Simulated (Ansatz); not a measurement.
**A convergence test on SrTiO3 (Tausonite): k mesh of the density**

Aim: see how gap, energy and time of SrTiO3 (Tausonite) follow the k mesh of the density.

Main program and level: Ansatz 0.2.0; DFT, PBE, plane waves, PAW.

## (1) The structure

The structure is cubic, space group Pm-3m (No. 221). Conventional cell: a = 3.905 Å, b = 3.905 Å, c = 3.905 Å, α = 90.00°, β = 90.00°, γ = 90.00°. Nearest to Sr lie 12 O at 2.76 Å. Ti has 6 O at 1.95 Å nearest. Nearest to O lie 2 Ti at 1.95 Å and 4 Sr at 2.76 Å. Farther neighbours and most contacts between anions are not listed.

The cell and positions come from the Crystallography Open Database and are kept as given unless a step says otherwise. The default PAW set here is soft_2. Its files were made with PBE.

## (2) k mesh of the density: 2×2×2

The input, input.yaml:

```yaml
crystal:
  lattice:
    - [3.90528, 0.0, 0.0]
    - [0.0, 3.90528, 0.0]
    - [0.0, 0.0, 3.90528]
  atoms:
    - { symbol: Sr, position: [0.5, 0.5, 0.5] }
    - { symbol: Ti, position: [0.0, 0.0, 0.0] }
    - { symbol: O, position: [0.5, 0.0, 0.0] }
    - { symbol: O, position: [0.0, 0.5, 0.0] }
    - { symbol: O, position: [0.0, 0.0, 0.5] }
kpoints:
  mp_grid: { grid: [2, 2, 2] }
  band_path:
    path: [[0.0, 0.0, 0.0], [0.0, 0.5, 0.0], [0.5, 0.5, 0.0], [0.5, 0.5, 0.5]]
    npoints: 1
hamiltonian:
  xc: pbe
scf:
  occupations: { method: fixed }
  n_extra_bands: 5
output:
  eigenvalues: true
```

The run is started by

```sh
$ ansatz run input.yaml --threads 3 --pin off --max-ram 92160MiB --backend cuda --events-out ev --progress --plain --runs-dir out --devices 1 --max-vram 13GiB  # rebuilt from the run's record
```

Numbers of over 12 decimals in the logs are rounded to 6 here.

Log:

```text
scf.n_extra_bands = 5 over 20 filled bands (N_el = 40.0): the run solves 25 bands
GPUs: using 1 of 1 available (devices: 1).
Engine: ansatz 0.2.0, x86_64-unknown-linux-gnu
Pseudopotentials: kind: paw
Pseudopotential: Sr, paw, valence charge 10, recommended cutoff 420 eV (normal), Sr.paw.azcp
Pseudopotential: Ti, paw, valence charge 12, recommended cutoff 420 eV (normal), Ti.paw.azcp
Pseudopotential: O, paw, valence charge 6, recommended cutoff 420 eV (normal), O.paw.azcp
Functional definition: PBE
  parameter kappa = 0.804
  parameter beta = 0.066725
  exchange = pbe_x(kappa = kappa, mu = beta*pi^2/3)
  correlation = pbe_c(beta = beta)
concurrent solve slots: 2 of 3 are kept, ahead of what memory takes: no pass of the eigensolver takes more rounds on 2
device memory: the entry about to start is reckoned to put 1.1 GiB on a device that reports 42.6 GiB free (of which the cap on the GPU budget leaves the run 13.0 GiB)
GPU FFT provider: cuFFT
GPU libraries: cuBLAS 13.8.2, cuFFT 12.4.0, cuSOLVER 12.3.4
Crystal: 5 atoms, lattice volume = 59.560 Å³
Basis set: ecut = 420 eV, 1189 PW (Γ)
Bands: 25, of which v1, the nominal top of the filled ones, is band 20 counted from 1 (19 counted from 0)
Symmetry: 48 space group operations
Space group: Pm-3m (ITA 221), of the structure as read, at distance tolerance 3.9e-5 Å
k-points: 4 of 8
Non-local potential: Sr, projectors of the file, l = 0: 3, l = 1: 2, l = 2: 2
Non-local potential: Ti, projectors of the file, l = 0: 3, l = 1: 2, l = 2: 3, l = 3: 1
Non-local potential: O, projectors of the file, l = 0: 2, l = 1: 2, l = 2: 1
PAW form: soft (Blöchl's): semilocal exchange-correlation on the pseudo side does not see the compensation charge
PAW one-centre angular grid: Sr, 110 points (default); XC on 64 Gauss nodes
PAW one-centre angular grid: Ti, 590 points (default); XC on 64 Gauss nodes
PAW one-centre angular grid: O, 110 points (default); XC on 64 Gauss nodes
Initial density: superposition of atomic densities (neutral atoms: chi_scale 0, normalization atom), corrected by the library's trained network
Initial wavefunctions: pseudopotential atomic-orbital guess
GPU buffer pool allocated for 19683 grid points (all kernels)
GPU transforms: local potential and band sums: pruned to the plane-wave sphere, on 25×27×27
Functional: x = pbe(κ = 0.804, μ = 0.219515), c = pbe(β = 0.066725)
SCF iter   1: F=—  HF=-7753.733882 eV  |F-HF|=—  |Δ(HF+E_count)|=         —  Δρ=1.58e-2  dr2=1.68e-1  ethr=1.77e-3  ⟨swp⟩=4.2  Hψ=431  notcnv=0  defer=8
preconditioner: auto → Resta (q_TF=auto, 2.553 Å⁻¹)  ε∞=5.7  [insulator: Δε(μ)=1.868 eV  Ē_g=12.114 eV  n_scr=18 (ndim 8)  ℏωp=26.4 eV  f_vac=0.000  ε∞_Penn≈5.7]
SCF iter   2: F=—  HF=-7753.703571 eV  |F-HF|=—  |Δ(HF+E_count)|=   3.03e-2  Δρ=7.31e-3  dr2=1.81e-2  ethr=4.20e-4  ⟨swp⟩=2.5  Hψ=198  notcnv=0  defer=9
SCF iter   3: F=—  HF=-7753.699593 eV  |F-HF|=—  |Δ(HF+E_count)|=   3.98e-3  Δρ=2.27e-3  dr2=1.62e-3  ethr=4.52e-5  ⟨swp⟩=2.0  Hψ=149  notcnv=0  defer=9
SCF iter   4: F=—  HF=-7753.699246 eV  |F-HF|=—  |Δ(HF+E_count)|=   3.47e-4  Δρ=3.74e-4  dr2=4.82e-5  ethr=4.05e-6  ⟨swp⟩=2.0  Hψ=131  notcnv=0  defer=10
SCF iter   5: F=—  HF=-7753.699357 eV  |F-HF|=—  |Δ(HF+E_count)|=   1.11e-4  Δρ=9.50e-5  dr2=7.99e-6  ethr=1.21e-7  ⟨swp⟩=2.0  Hψ=187  notcnv=0  defer=8
SCF iter   6: F=—  HF=-7753.699356 eV  |F-HF|=—  |Δ(HF+E_count)|=   8.78e-7  Δρ=3.53e-5  dr2=9.71e-7  ethr=2.00e-8  ⟨swp⟩=2.5  Hψ=166  notcnv=0  defer=8
SCF iter   7: F=-7753.699357 eV  HF=-7753.699357 eV  |F-HF|=4.36e-8  |Δ(HF+E_count)|=   3.19e-7  Δρ=1.15e-5  dr2=9.62e-8  ethr=2.50e-10  ⟨swp⟩=9.2  Hψ=379  notcnv=0
SCF 1 converged in 7 iterations: F = -7753.699357 eV  dr2 = 9.62e-8
[...]
concurrent solve slots: 2 of 3 are kept, ahead of what memory takes: no pass of the eigensolver takes more rounds on 2
device memory: the entry about to start is reckoned to put 0.6 GiB on a device that reports 44.6 GiB free (of which the cap on the GPU budget leaves the run 13.0 GiB)
NSCF: frozen V_eff on 4 k-points
SCF converged after 7 iterations
Free energy (F): -7753.699357 eV
Harris-Foulkes:  -7753.699357 eV  (|F-HF|=4.36e-8)
Internal energy: -7753.699357 eV  (E = F + TS)
E sigma→0 (E₀):  -7753.699357 eV
Fermi energy:    10.104187 eV
--- Per-component energies (eV) ---
  E_band       = -205.445786
  E_kinetic    = 1049.244140
  E_local      = -2382.516773  (includes V_loc(G=0)·N_el)
  E_nonlocal   = 347.640169
  E_hartree    = 833.203969
  E_xc         = -496.546773
  E_vxc        = -572.354136  (∫ρ·V_xc dr)
  E_paw        = -4213.636782  (= ΣΔE_a)
  E_vpaw       = -313.884362  (= ΣTr[D̂ρ^β])
  E_aug_tail   = 0.007635  (compensation charges beyond the density's cutoff)
  E_ewald      = -2891.094941
  E_smearing   = -0.000000  (= −TS)
  E_closure    = -0.000000  (closes the sum)
  Σ components = -7753.699357   (vs F -7753.699357, Δ=0.00e0)
--- Band table (eV) ---
  k-point 0: bands = [... 16 lower, 8.9201, 9.7521, 9.7521, 9.7521, 11.6028, 11.6028, 11.6028, 14.0174, ... 1 higher]
  k-point 1: bands = [... 16 lower, 7.6697, 8.1056, 9.3696, 9.3696, 11.7516, 13.5582, 13.5582, 14.0311, ... 1 higher]
  k-point 2: bands = [... 16 lower, 8.3517, 8.5231, 8.5231, 10.0148, 13.5573, 13.5573, 13.9810, 15.0375, ... 1 higher]
  k-point 3: bands = [... 16 lower, 6.2939, 10.1042, 10.1042, 10.1042, 14.2060, 14.2060, 14.2060, 16.9973, ... 1 higher]
```

It took 3.7 s on 1 × NVIDIA H100 80GB HBM3 (shared by 6 runs) with 3 threads of AMD EPYC 7R13 (Zen 3), shared host; peak memory 0.91 GiB.

Numbers from this step:

| Quantity | Value |
| --- | --- |
| gap | 1.499 eV |
| valence top at | R |
| conduction bottom at | Γ |
| least direct gap | 1.851 eV |

The gap is indirect, with the least direct gap 0.35 eV higher.

## (3) k mesh of the density: 4×4×4

Changes to input.yaml since step 2:

```diff
@@ -12,3 +12,3 @@
 kpoints:
-  mp_grid: { grid: [2, 2, 2] }
+  mp_grid: { grid: [4, 4, 4] }
   band_path:
```

Log:

```text
[...]
GPUs: using 1 of 1 available (devices: 1).
[...]
GPU FFT provider: cuFFT
GPU libraries: cuBLAS 13.8.2, cuFFT 12.4.0, cuSOLVER 12.3.4
Crystal: 5 atoms, lattice volume = 59.560 Å³
Basis set: ecut = 420 eV, 1189 PW (Γ)
Bands: 25, of which v1, the nominal top of the filled ones, is band 20 counted from 1 (19 counted from 0)
[... 1 set-up line as in the run before ...]
[...]
k-points: 10 of 64
[...]
--- Band table (eV; the first three rows and the last of 10) ---
  k-point 0: bands = [... 16 lower, 8.8230, 9.6503, 9.6503, 9.6503, 11.8636, 11.8636, 11.8636, 14.3193, ... 1 higher]
  k-point 1: bands = [... 16 lower, 8.3325, 8.3900, 9.4083, 9.4083, 11.9439, 12.9207, 12.9207, 14.3283, ... 1 higher]
  k-point 2: bands = [... 16 lower, 7.6457, 8.0230, 9.2742, 9.2742, 12.0282, 13.7842, 13.7842, 14.3337, ... 1 higher]
  k-point 9: bands = [... 16 lower, 6.2707, 9.9959, 9.9959, 9.9959, 14.4648, 14.4648, 14.4648, 16.9699, ... 1 higher]
[key lines of the parts left out:]
SCF converged after 6 iterations
Free energy (F): -7754.450213 eV
Fermi energy:    9.995895 eV
```

Elapsed: 9.3 s, on 1 × NVIDIA H100 80GB HBM3 (shared by 6 runs) with 3 threads; peak memory 0.94 GiB.

This step gave:

```yaml
gap: 1.868 eV
valence_top_at: R
conduction_bottom_at: Γ
least_direct_gap: 2.213 eV
```

The gap is 1.868 eV, +0.369 eV from the run before at this level.

## (4) k mesh of the density: 6×6×6 (the default)

input.yaml, the sections that differ from step 3:

```yaml
kpoints:
  mp_grid: { grid: [6, 6, 6] }
  band_path:
    path:
      - [[0.0, 0.0, 0.0], [0.0, 0.5, 0.0], [0.5, 0.5, 0.0], [0.0, 0.0, 0.0], [0.5, 0.5, 0.5], [0.0, 0.5, 0.0]]
      - [[0.5, 0.5, 0.5], [0.5, 0.5, 0.0]]
    npoints: 10
scf:
  occupations: { method: fermi_dirac, width: 0.02 }
  n_extra_bands: 5
output:
  eigenvalues: true
  write_density: true
  write_potential: true
  elf: true
  volumetric_format: npy
# crystal, hamiltonian: as in step 3
```

Log:

```text
[...]
GPUs: using 1 of 1 available (devices: 1).
[...]
GPU FFT provider: cuFFT
GPU libraries: cuBLAS 13.8.2, cuFFT 12.4.0, cuSOLVER 12.3.4
Crystal: 5 atoms, lattice volume = 59.560 Å³
Basis set: ecut = 420 eV, 1189 PW (Γ)
Bands: 25, of which v1, the nominal top of the filled ones, is band 20 counted from 1 (19 counted from 0)
[... 1 set-up line as in the run before ...]
[...]
k-points: 20 of 216
[...]
--- Band table (eV; the first three rows and the last of 20) ---
  k-point 0: bands = [... 16 lower, 8.8189, 9.6461, 9.6461, 9.6461, 11.8774, 11.8774, 11.8774, 14.3355, ... 1 higher]
  k-point 1: bands = [... 16 lower, 8.5927, 8.8904, 9.4974, 9.4974, 11.9173, 12.4479, 12.4479, 14.3409, ... 1 higher]
  k-point 2: bands = [... 16 lower, 7.9128, 8.1957, 9.3322, 9.3322, 12.0000, 13.3760, 13.3760, 14.3474, ... 1 higher]
  k-point 19: bands = [... 16 lower, 6.2700, 9.9914, 9.9914, 9.9914, 14.4789, 14.4789, 14.4789, 16.9686, ... 1 higher]
[key lines of the parts left out:]
SCF converged after 6 iterations
Free energy (F): -7754.467641 eV
Fermi energy:    10.937393 eV
```

It took 10 s on 1 × NVIDIA H100 80GB HBM3 (shared by 6 runs) with 3 threads; peak memory 0.95 GiB.

This step gave:

- gap: 1.886 eV
- valence top at: R
- conduction bottom at: Γ
- least direct gap: 2.231 eV

The gap is 1.886 eV, +0.018 eV from the run before at this level.

## (5) k mesh of the density: 8×8×8

input.yaml, the sections that differ from step 4:

```yaml
kpoints:
  mp_grid: { grid: [8, 8, 8] }
  band_path:
    path: [[0.0, 0.0, 0.0], [0.0, 0.5, 0.0], [0.5, 0.5, 0.0], [0.5, 0.5, 0.5]]
    npoints: 1
scf:
  occupations: { method: fixed }
  n_extra_bands: 5
output:
  eigenvalues: true
# crystal, hamiltonian: as in step 4
```

Log:

```text
[...]
GPUs: using 1 of 1 available (devices: 1).
[...]
GPU FFT provider: cuFFT
GPU libraries: cuBLAS 13.8.2, cuFFT 12.4.0, cuSOLVER 12.3.4
Crystal: 5 atoms, lattice volume = 59.560 Å³
Basis set: ecut = 420 eV, 1189 PW (Γ)
Bands: 25, of which v1, the nominal top of the filled ones, is band 20 counted from 1 (19 counted from 0)
[... 1 set-up line as in the run before ...]
[...]
k-points: 35 of 512
[...]
--- Band table (eV; the first three rows and the last of 35) ---
  k-point 0: bands = [... 16 lower, 8.8186, 9.6458, 9.6458, 9.6458, 11.8782, 11.8782, 11.8782, 14.3364, ... 1 higher]
  k-point 1: bands = [... 16 lower, 8.6832, 9.1718, 9.5475, 9.5475, 11.9015, 12.2271, 12.2271, 14.3399, ... 1 higher]
  k-point 2: bands = [... 16 lower, 8.3294, 8.3859, 9.4042, 9.4042, 11.9590, 12.9335, 12.9335, 14.3455, ... 1 higher]
  k-point 34: bands = [... 16 lower, 6.2700, 9.9910, 9.9910, 9.9910, 14.4797, 14.4797, 14.4797, 16.9685, ... 1 higher]
[key lines of the parts left out:]
SCF converged after 6 iterations
Free energy (F): -7754.467997 eV
Fermi energy:    9.991038 eV
```

The job ended after 7 s (1 × NVIDIA H100 80GB HBM3 (shared by 6 runs) with 3 threads; peak memory 0.94 GiB).

Numbers from this step:

```
gap                  : 1.887 eV
valence top at       : R
conduction bottom at : Γ
least direct gap     : 2.232 eV
```

The gap is 1.887 eV, +0.001 eV from the run before at this level.

## (6) The series

Differences are against the last row; a negative gap means that bands overlap, and a run with a band path holds that path's time. Times are wall times on 1 × NVIDIA H100 80GB HBM3 (shared by 6 runs) with 3 threads of AMD EPYC 7R13 (Zen 3), shared host, good to a factor of about two.

```
k mesh of the density  gap (eV)  direct gap (eV)  gap error (eV)  energy error (meV/atom)  irreducible k   time
                2×2×2     1.499            1.851          −0.389                   +153.7              4  3.7 s
                4×4×4     1.868            2.213          −0.019                     +3.6             10  9.3 s
                6×6×6     1.886            2.231          −0.001                     +0.1             20   10 s
                8×8×8     1.887            2.232          +0.000                     +0.0             35    7 s
```

## (7) What came out

| Property | Result |
| --- | --- |
| 2×2×2 | 1.499 eV |
| 4×4×4 | 1.868 eV |
| 6×6×6 | 1.886 eV |
| 8×8×8 | 1.887 eV |

What this shows: The gap holds to 0.02 eV from 4×4×4 on. At 2×2×2 the gap is off by −0.389 eV and the energy by +154 meV/atom. The gap is read over the mesh and added points near the edges, so meshes differ mainly through the density and, for a hybrid, the exchange operator.

[Paths, hosts, dates, memory and timing lines, banners, echoed tables and standing remarks are left out of the program output.]

[Logs are printed without paths, hosts, clocks, repeated set-up lines and the standing remarks that a program may print on its own settings, such as how far it seeks lower states.]

[Runs of the session that timed out or met a known fault of the program may be left out.]

[Cells called generated may have been cut or substituted from an entry of the Crystallography Open Database or the Materials Project.]

[Hosts, paths, dates, database ids (printed as entryN), source tags and the programs' standing remarks are cut or masked in the printed files.]
